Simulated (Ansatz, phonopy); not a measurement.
**Quasi-harmonic thermodynamics of NaI (Fm-3m)**

Aim: the lattice, expansion, heat capacity and bulk modulus of NaI as it warms.

What experiment has found for this phase:
- volume expansion coefficient 135 1e-6/K near room temperature (given in “Descriptors for thermal expansion in solids”, 2017, arXiv:1701.03966)

Program: Ansatz 0.2.0. Level of theory: DFT LDA, scalar-relativistic, plane waves, PAW. Results are calculated unless marked as measured.

Most raw output is cut from this account.

### 1. Set-up

Symmetry: Fm-3m, No. 225, cubic system. Conventional cell: a = 6.473 Å, b = 6.473 Å, c = 6.473 Å, α = 90.00°, β = 90.00°, γ = 90.00°. Nearest to Na lie 6 I at 3.24 Å. I has 6 Na at 3.24 Å nearest. Farther neighbours and most contacts between anions are not listed.

### 2. Probe on a coarse mesh

Before spending time, one coarse run tells the gap and the pressure of the starting cell.

input.yaml

```yaml
crystal:
  lattice:
    - [0.0, 3.2364, 3.2364]
    - [3.2364, 0.0, 3.2364]
    - [3.2364, 3.2364, 0.0]
  atoms:
    - { symbol: Na, position: [0.0, 0.0, 0.0] }
    - { symbol: I, position: [0.5, 0.5, 0.5] }
kpoints:
  mp_grid: { grid: [6, 6, 6] }
hamiltonian:
  xc: lda
scf:
  occupations: { method: gaussian, width: 0.1 }
  lower_state_search: "off"
output:
  forces: true
  stress: true
  eigenvalues: true
```

On the command line:

```bash
$ ansatz run input.yaml --threads 8 --pin off --max-ram 16384MiB --backend cpu --events-out ev --progress --plain --runs-dir out
```

Run time: 0.37 s. Hardware: 8 threads of Arm Neoverse V1, shared host; peak memory 0.33 GiB.

This step gave:

```yaml
pressure: -1.637 GPa
gap_on_the_k_mesh: 3.333 eV
volume_per_atom: 33.90 Å³/atom
```

The start is under -1.6 GPa at this level and looks like an insulator or semiconductor on this mesh.

### 3. Finding the static equilibrium

Phonons are second derivatives about a minimum, so cell and atoms are relaxed first, inside the symmetry of the start.

input.yaml, the sections that differ from step 2:

```yaml
scf:
  occupations: { method: gaussian, width: 0.02 }
  lower_state_search: "off"
relax:
  adjacent_minimum: "off"
  f_tol: 0.005
  max_steps: 80
  cell: { stress_tol: 0.05 }
# crystal, kpoints, hamiltonian, output: as in step 2
```

Elapsed: 1.5 s, on 8 threads; peak memory 0.36 GiB; 7.4 s of CPU time.

The steps of the relaxation:

```csv
step,energy less that of the first step (eV),largest force component (eV/Å),pressure (GPa),volume (Å³)
1,0.0000,0.0000,-1.64,67.80
2,-0.0270,0.0000,-0.94,64.53
3,-0.0368,0.0000,0.25,60.63
4,-0.0372,0.0000,-0.02,61.40
5*,-0.0364,0.0000,-0.02,61.40
```

Relaxation steps marked * repeat the geometry before them on a plane-wave basis chosen anew for their cell, so energy and pressure can jump there.

The run keeps the 48 symmetry operations that it works with, so distortions that break them were not tested.

```csv
"conventional cell, symmetrised",before,after,change
a (Å),6.473,6.263,-3.2 %
b (Å),6.473,6.263,-3.2 %
c (Å),6.473,6.263,-3.2 %
volume (Å³/atom),33.90,30.70,-9.4 %
```

Final coordinates:

```
Na I
1.0
     0.00000    3.13127    3.13127
     3.13127    0.00000    3.13127
     3.13127    3.13127    0.00000
Na I
1 1
Cartesian
  0.0000 0.0000 0.0000
  3.1313 3.1313 3.1313
```

This step gave:

```yaml
pressure: -0.02407 GPa
gap_on_the_k_mesh: 3.616 eV
volume_per_atom: 30.70 Å³/atom
```

The relaxation ends with a pressure of -0.02 GPa.

### 4. A second relaxation

The relaxation is run once more from where the first one ended, as the script does after a large change of volume or of the gap, with mesh and occupations reviewed.

Changes to input.yaml since step 3:

```diff
@@ -2,5 +2,5 @@
   lattice:
-    - [0.0, 3.2364, 3.2364]
-    - [3.2364, 0.0, 3.2364]
-    - [3.2364, 3.2364, 0.0]
+    - [0.0, 3.1312689515, 3.1312689515]
+    - [3.1312689515, 0.0, 3.1312689515]
+    - [3.1312689515, 3.1312689515, 0.0]
   atoms:
```

Elapsed: 0.71 s, on 8 threads; peak memory 0.35 GiB; 3.2 s of CPU time.

Little changed from the start: no atom moved by 0.005 Å and no cell edge by 0.1 %.

### 5. Relaxing to small residual forces and stress

The thresholds are tightened for a last relaxation ahead of the phonons, and where mesh or smearing change with them the cell follows.

input.yaml, the sections that differ from step 4:

```yaml
kpoints:
  mp_grid: { grid: [8, 8, 8] }
scf:
  occupations: { method: fixed }
  lower_state_search: "off"
relax:
  adjacent_minimum: "off"
  f_tol: 0.001
  max_steps: 60
  cell: { stress_tol: 0.01 }
# crystal, hamiltonian, output: as in step 4
```

It took 1.5 s on 8 threads; peak memory 0.37 GiB; 8.7 s of CPU time.

Little changed from the start: no atom moved by 0.005 Å and no cell edge by 0.1 %.

This step gave:

```
pressure          : 2.96e-5 GPa
gap on the k-mesh : 3.620 eV
volume per atom   : 30.66 Å³/atom
```

The residual pressure is 3.0e-5 GPa, small enough for phonons.

### 6. Relaxing at another setting

The functional, the potentials or the cutoff change, so the crystal is relaxed again at the new setting.

input.yaml, the sections that differ from step 5:

```yaml
crystal:
  lattice:
    - [0.0, 3.129871379, 3.129871379]
    - [3.129871379, 0.0, 3.129871379]
    - [3.129871379, 3.129871379, 0.0]
  atoms:
    - { symbol: Na, position: [0.0, 0.0, 0.0] }
    - { symbol: I, position: [0.5, 0.5, 0.5] }
basis:
  ecutwfc: 550.0
# kpoints, hamiltonian, scf, output, relax: as in step 5
```

The job ended after 1.2 s (8 threads; peak memory 0.41 GiB; 6.8 s of CPU time).

Little changed from the start: no atom moved by 0.005 Å and no cell edge by 0.1 %.

This step gave:

```yaml
pressure: 2.62e-4 GPa
```

The residual pressure is 2.6e-4 GPa, small enough for phonons.

### 7. The quasi-harmonic study, cutoff 550 eV, k-mesh 8×8×8

The study relaxes the crystal at several strains, solves the phonons on some of them and minimises the free energy at each temperature (static energy, vibrations, the electrons in a metal, and PV under a set pressure); the q-mesh sets how far the force constants reach.

input.yaml, the sections that differ from step 6:

```yaml
output:
  eigenvalues: true
phonons:
  method: dfpt
  qmesh: [4, 4, 4]
  temperatures: { t_max: 500.0, t_step: 25 }
  thermal_expansion: {}
# crystal, kpoints, hamiltonian, scf, basis: as in step 6
# relax: removed
```

Run time: 13 min. Hardware: 8 threads; peak memory 1.9 GiB.

Numbers from this step:

```yaml
pressure: 2.61e-4 GPa
volume_expansion_coefficient_at_298_k: 139.5 1e-6/K
c_p_at_298_k: 26.33 J/mol-atom/K
entropy_at_298_k: 48.99 J/mol-atom/K
isothermal_bulk_modulus_at_298_k: 16.71 GPa
grueneisen_parameter_at_298_k: 1.828
volume_at_298_k: 31.86 Å³/atom
principal_linear_expansion_coefficients_at_298_k: 46.5, 46.5, 46.5 1e-6/K
```

Strained cells of the study; zero-point energy where phonons were solved; the pressures are stresses at a fixed cutoff and can carry an offset from the finite basis. Expansion cells, by row:

```csv
cell,|a| (Å),|b| (Å),|c| (Å),V (Å³/atom),E - E_lowest (meV/atom),"pressure, compression positive (GPa)",gap (eV),zero-point energy (meV/atom)
1,4.426,4.426,4.426,30.66,0,-0.001,3.62,-
2,4.462,4.462,4.462,31.4,1.11,-0.47,3.547,-
3,4.391,4.391,4.391,29.94,1.162,0.524,3.697,-
4,4.427,4.427,4.427,30.67,0,-0.007,3.619,18.09
5,4.449,4.449,4.449,31.13,0.454,-0.307,3.573,17.57
6,4.479,4.479,4.479,31.76,2.383,-0.673,3.513,16.89
7,4.505,4.505,4.505,32.32,5.25,-0.966,3.462,16.3
8,4.531,4.531,4.531,32.89,9.161,-1.233,3.414,15.71
9,4.557,4.557,4.557,33.47,14.06,-1.476,3.367,15.13
10,4.383,4.383,4.383,29.76,1.797,0.66,3.716,-
11,4.405,4.405,4.405,30.21,0.435,0.315,3.667,-
12,4.594,4.594,4.594,34.28,22.29,-1.774,3.305,-
```

Quasi-harmonic; a, b, c are the run's own cell vectors. Expansion, by row:

```csv
T (K),a (Å),b (Å),c (Å),alpha (deg),beta (deg),gamma (deg),cell volume (Å³/cell),alpha_a (1e-6/K),alpha_b (1e-6/K),alpha_c (1e-6/K),alpha_V (1e-6/K),C_P (J/mol-atom/K),C_V (J/mol-atom/K),S (J/mol-atom/K),B_T (GPa),B_S (GPa),Grueneisen,extrapolation,fit error (1e-6/K)
0,4.439,4.439,4.439,60,60,60,61.86,0,0,0,0,0,0,0,20.21,20.21,-,0,0
25,4.44,4.44,4.44,60,60,60,61.87,7.12,7.12,7.12,21.35,6.436,6.432,3.005,20.18,20.19,1.248,0,0
50,4.441,4.441,4.441,60,60,60,61.94,19.53,19.53,19.53,58.59,14.23,14.16,10.04,20.01,20.1,1.544,0,0.01
75,4.444,4.444,4.444,60,60,60,62.05,27.92,27.92,27.92,83.75,18.83,18.63,16.78,19.75,19.95,1.658,0,0.01
100,4.447,4.447,4.447,60,60,60,62.19,32.78,32.78,32.78,98.33,21.33,20.98,22.57,19.45,19.78,1.707,0,0.02
125,4.451,4.451,4.451,60,60,60,62.35,35.84,35.84,35.84,107.5,22.8,22.28,27.5,19.14,19.58,1.734,0,0.02
150,4.455,4.455,4.455,60,60,60,62.53,38.02,38.02,38.02,114.1,23.74,23.05,31.75,18.81,19.38,1.753,0,0.02
175,4.459,4.459,4.459,60,60,60,62.71,39.75,39.75,39.75,119.2,24.41,23.54,35.46,18.48,19.16,1.767,0,0.03
200,4.464,4.464,4.464,60,60,60,62.9,41.24,41.24,41.24,123.7,24.92,23.87,38.76,18.14,18.94,1.781,0,0.03
225,4.469,4.469,4.469,60,60,60,63.1,42.61,42.61,42.61,127.8,25.34,24.1,41.72,17.79,18.71,1.793,0,0.04
250,4.473,4.473,4.473,60,60,60,63.3,43.93,43.93,43.93,131.8,25.7,24.26,44.4,17.43,18.47,1.805,0,0.04
275,4.478,4.478,4.478,60,60,60,63.51,45.25,45.25,45.25,135.8,26.04,24.39,46.87,17.06,18.22,1.817,0,0.05
298.1,4.483,4.483,4.483,60,60,60,63.72,46.5,46.5,46.5,139.5,26.33,24.47,48.99,16.72,17.99,1.828,0,0.05
300,4.484,4.484,4.484,60,60,60,63.73,46.6,46.6,46.6,139.8,26.36,24.48,49.15,16.69,17.97,1.829,0,0.05
325,4.489,4.489,4.489,60,60,60,63.96,48.01,48.01,48.01,144,26.67,24.55,51.27,16.3,17.71,1.842,0,0.05
350,4.494,4.494,4.494,60,60,60,64.19,49.5,49.5,49.5,148.5,26.98,24.61,53.26,15.9,17.43,1.855,0,0.06
375,4.5,4.5,4.5,60,60,60,64.44,51.09,51.09,51.09,153.3,27.3,24.66,55.13,15.49,17.15,1.868,0,0.06
400,4.506,4.506,4.506,60,60,60,64.69,52.82,52.82,52.82,158.4,27.64,24.7,56.9,15.07,16.86,1.883,0,0.07
425,4.512,4.512,4.512,60,60,60,64.95,54.69,54.69,54.69,164.1,28,24.73,58.59,14.63,16.56,1.898,0,0.07
450,4.518,4.518,4.518,60,60,60,65.22,56.76,56.76,56.76,170.3,28.39,24.75,60.2,14.17,16.25,1.915,0,0.07
475,4.525,4.525,4.525,60,60,60,65.51,59.06,59.06,59.06,177.2,28.8,24.78,61.75,13.7,15.92,1.932,0,0.07
500,4.532,4.532,4.532,60,60,60,65.8,61.64,61.64,61.64,184.9,29.27,24.8,63.24,13.2,15.58,1.951,0,0.09
```

The expansion coefficient by temperature; values in 1e-6/K:

```csv
temperature (K),volume,principal 1
0,0,0
25,21.4,7.12
50,58.6,19.5
75,83.8,27.9
100,98.3,32.8
125,108,35.8
150,114,38.0
175,119,39.8
200,124,41.2
225,128,42.6
250,132,43.9
275,136,45.2
298,140,46.5
300,140,46.6
325,144,48.0
350,148,49.5
375,153,51.1
400,158,52.8
425,164,54.7
450,170,56.8
475,177,59.1
500,185,61.6
```

At 298 K the volume expansion is 140 × 10⁻⁶/K and B_T is 16.7 GPa.

### 8. Quasi-harmonic fit by phonopy

This step: DFT LDA, scalar-relativistic, plane waves, PAW (phonopy 4.10.0).

Numbers from this step:

| Item | Value |
| --- | --- |
| volume expansion coefficient at 300 K | 140.0 1e-6/K |
| isothermal bulk modulus at 300 K | 16.67 GPa |
| C_P at 300 K | 26.38 J/mol-atom/K |
| Grüneisen parameter at 300 K | 1.829 |

Energy (each curve on its own zero) against volume; values in meV/atom:

```csv
volume (Å³/atom),static,F at 0 K,F at 300 K,F at 500 K
30.67,0,1.47,6.24,10.3
31.13,0.45,1.41,4.62,7.31
31.76,2.38,2.66,3.71,4.57
32.32,5.25,4.93,4.02,3.23
32.89,9.16,8.26,5.28,2.78
33.47,14.1,12.6,7.44,3.16
```

Phonopy-qha, vinet fit of F(V) at each temperature. Qha vinet, by row:

```csv
T (K),fitted volume (Å³/atom),alpha_V (1e-6/K),B_T (GPa),C_P (J/mol-atom/K),Grueneisen
75,31.02,81.98,19.75,18.81,1.624
100,31.1,97.4,19.46,21.39,1.692
125,31.18,107,19.15,22.87,1.727
150,31.26,113.8,18.82,23.81,1.748
175,31.35,119,18.49,24.47,1.765
200,31.45,123.6,18.14,24.97,1.779
225,31.55,127.8,17.79,25.38,1.792
250,31.65,131.8,17.42,25.74,1.804
275,31.76,135.8,17.05,26.07,1.816
300,31.87,140,16.67,26.38,1.829
325,31.98,144.3,16.27,26.7,1.842
350,32.1,148.8,15.87,27.01,1.856
375,32.22,153.7,15.46,27.33,1.87
400,32.34,158.9,15.04,27.67,1.885
425,32.48,164.5,14.61,28.02,1.9
450,32.61,170.6,14.17,28.41,1.917
475,32.75,177.2,13.71,28.82,1.935
```

The volume expansion coefficient by temperature; values in 1e-6/K:

```csv
temperature (K),"phonopy-qha, Vinet",Ansatz's own study
75,82.0,83.8
100,97.4,98.3
125,107,108
150,114,114
175,119,119
200,124,124
225,128,128
250,132,132
275,136,136
300,140,140
325,144,144
350,149,148
375,154,153
400,159,158
425,164,164
450,171,170
475,177,177
```

The fit gives a volume expansion of 140 × 10⁻⁶/K at 300 K, against 140 at 298 K from the study itself, whose static fit uses more cells.

### 9. The quasi-harmonic study, cutoff 487.2 eV, k-mesh 12×12×12

This step: DFT LDA, scalar-relativistic, plane waves, PAW (Ansatz 0.2.0).

Changes to input.yaml since step 7:

```diff
@@ -9,3 +9,3 @@
 kpoints:
-  mp_grid: { grid: [8, 8, 8] }
+  mp_grid: { grid: [12, 12, 12] }
 hamiltonian:
@@ -17,4 +17,2 @@
   eigenvalues: true
-basis:
-  ecutwfc: 550.0
 phonons:
```

The job ended after 33 min (8 threads; peak memory 4.4 GiB; 4.2 h of CPU time).

This step gave:

```
pressure                                         : 8.75e-5 GPa
volume expansion coefficient at 298 K            : 139.6 1e-6/K
C_P at 298 K                                     : 26.34 J/mol-atom/K
principal linear expansion coefficients at 298 K : 46.52, 46.52, 46.52 1e-6/K
```

Strained cells of the study; zero-point energy where phonons were solved; the pressures are stresses at a fixed cutoff and can carry an offset from the finite basis. Expansion cells, by row:

```csv
cell,|a| (Å),|b| (Å),|c| (Å),V (Å³/atom),E - E_lowest (meV/atom),"pressure, compression positive (GPa)",gap (eV),zero-point energy (meV/atom)
1,4.426,4.426,4.426,30.66,0,-0.01,3.62,-
2,4.462,4.462,4.462,31.4,1.111,-0.478,3.547,-
3,4.391,4.391,4.391,29.94,1.163,0.516,3.697,-
4,4.427,4.427,4.427,30.67,0,-0.015,3.619,18.09
5,4.449,4.449,4.449,31.13,0.455,-0.315,3.573,17.57
6,4.479,4.479,4.479,31.76,2.383,-0.682,3.513,16.89
7,4.505,4.505,4.505,32.32,5.25,-0.974,3.462,16.3
8,4.531,4.531,4.531,32.89,9.161,-1.241,3.414,15.71
9,4.557,4.557,4.557,33.47,14.06,-1.484,3.367,15.13
10,4.383,4.383,4.383,29.76,1.798,0.651,3.716,-
11,4.405,4.405,4.405,30.21,0.436,0.306,3.667,-
12,4.594,4.594,4.594,34.28,22.29,-1.782,3.305,-
```

Quasi-harmonic; a, b, c are the run's own cell vectors. Expansion, by row:

```csv
T (K),a (Å),b (Å),c (Å),alpha (deg),beta (deg),gamma (deg),cell volume (Å³/cell),alpha_a (1e-6/K),alpha_b (1e-6/K),alpha_c (1e-6/K),alpha_V (1e-6/K),C_P (J/mol-atom/K),C_V (J/mol-atom/K),S (J/mol-atom/K),B_T (GPa),B_S (GPa),Grueneisen,extrapolation,fit error (1e-6/K)
0,4.439,4.439,4.439,60,60,60,61.86,0,0,0,0,0,0,0,20.21,20.21,-,0,0
25,4.44,4.44,4.44,60,60,60,61.87,7.12,7.12,7.12,21.36,6.437,6.432,3.006,20.18,20.19,1.248,0,0
50,4.441,4.441,4.441,60,60,60,61.94,19.54,19.54,19.54,58.61,14.23,14.17,10.04,20.01,20.1,1.544,0,0.01
75,4.444,4.444,4.444,60,60,60,62.05,27.92,27.92,27.92,83.77,18.83,18.63,16.78,19.75,19.95,1.659,0,0.01
100,4.447,4.447,4.447,60,60,60,62.19,32.79,32.79,32.79,98.36,21.34,20.98,22.57,19.45,19.78,1.707,0,0.02
125,4.451,4.451,4.451,60,60,60,62.35,35.85,35.85,35.85,107.6,22.8,22.28,27.5,19.14,19.58,1.734,0,0.02
150,4.455,4.455,4.455,60,60,60,62.53,38.03,38.03,38.03,114.1,23.74,23.05,31.75,18.81,19.38,1.753,0,0.02
175,4.459,4.459,4.459,60,60,60,62.71,39.76,39.76,39.76,119.3,24.41,23.54,35.46,18.48,19.16,1.768,0,0.03
200,4.464,4.464,4.464,60,60,60,62.9,41.25,41.25,41.25,123.8,24.92,23.87,38.76,18.14,18.94,1.781,0,0.03
225,4.469,4.469,4.469,60,60,60,63.1,42.62,42.62,42.62,127.9,25.34,24.1,41.72,17.79,18.7,1.793,0,0.04
250,4.473,4.473,4.473,60,60,60,63.3,43.94,43.94,43.94,131.8,25.71,24.26,44.41,17.43,18.47,1.805,0,0.04
275,4.478,4.478,4.478,60,60,60,63.51,45.27,45.27,45.27,135.8,26.04,24.39,46.87,17.06,18.22,1.817,0,0.05
298.1,4.483,4.483,4.483,60,60,60,63.72,46.52,46.52,46.52,139.6,26.34,24.47,48.99,16.71,17.99,1.828,0,0.05
300,4.484,4.484,4.484,60,60,60,63.73,46.62,46.62,46.62,139.8,26.36,24.48,49.15,16.69,17.97,1.829,0,0.05
325,4.489,4.489,4.489,60,60,60,63.96,48.03,48.03,48.03,144.1,26.67,24.55,51.27,16.3,17.7,1.842,0,0.05
350,4.494,4.494,4.494,60,60,60,64.19,49.52,49.52,49.52,148.6,26.98,24.61,53.26,15.9,17.43,1.855,0,0.06
375,4.5,4.5,4.5,60,60,60,64.44,51.11,51.11,51.11,153.3,27.31,24.66,55.13,15.49,17.15,1.869,0,0.06
400,4.506,4.506,4.506,60,60,60,64.69,52.83,52.83,52.83,158.5,27.64,24.7,56.91,15.07,16.86,1.883,0,0.07
425,4.512,4.512,4.512,60,60,60,64.95,54.71,54.71,54.71,164.1,28,24.73,58.59,14.63,16.56,1.899,0,0.07
450,4.518,4.518,4.518,60,60,60,65.22,56.78,56.78,56.78,170.3,28.39,24.75,60.2,14.17,16.25,1.915,0,0.07
475,4.525,4.525,4.525,60,60,60,65.51,59.08,59.08,59.08,177.2,28.81,24.78,61.75,13.7,15.92,1.932,0,0.07
500,4.532,4.532,4.532,60,60,60,65.8,61.66,61.66,61.66,185,29.27,24.8,63.24,13.2,15.58,1.951,0,0.09
```

Table of expansion coefficient by temperature; values in 1e-6/K:

```csv
temperature (K),volume,principal 1
0,0,0
25,21.4,7.12
50,58.6,19.5
75,83.8,27.9
100,98.4,32.8
125,108,35.9
150,114,38.0
175,119,39.8
200,124,41.2
225,128,42.6
250,132,43.9
275,136,45.3
298,140,46.5
300,140,46.6
325,144,48.0
350,149,49.5
375,153,51.1
400,158,52.8
425,164,54.7
450,170,56.8
475,177,59.1
500,185,61.7
```

Changing the k-mesh (8×8×8 → 12×12×12) and the cutoff (550 → 487.2 eV) takes the volume expansion at 298 K from 140 to 140 × 10⁻⁶/K and B_T from 16.7 to 16.7 GPa.

(Continued in part 2 of 2.)

[Logs are printed without paths, hosts, clocks, repeated set-up lines and the standing remarks that a program may print on its own settings, such as how far it seeks lower states.]

[Hosts, paths, dates, database ids (printed as entryN), source tags and the programs' standing remarks are cut or masked in the printed files.]

[A step with changed settings may run another functional than the one named; its input shows which.]
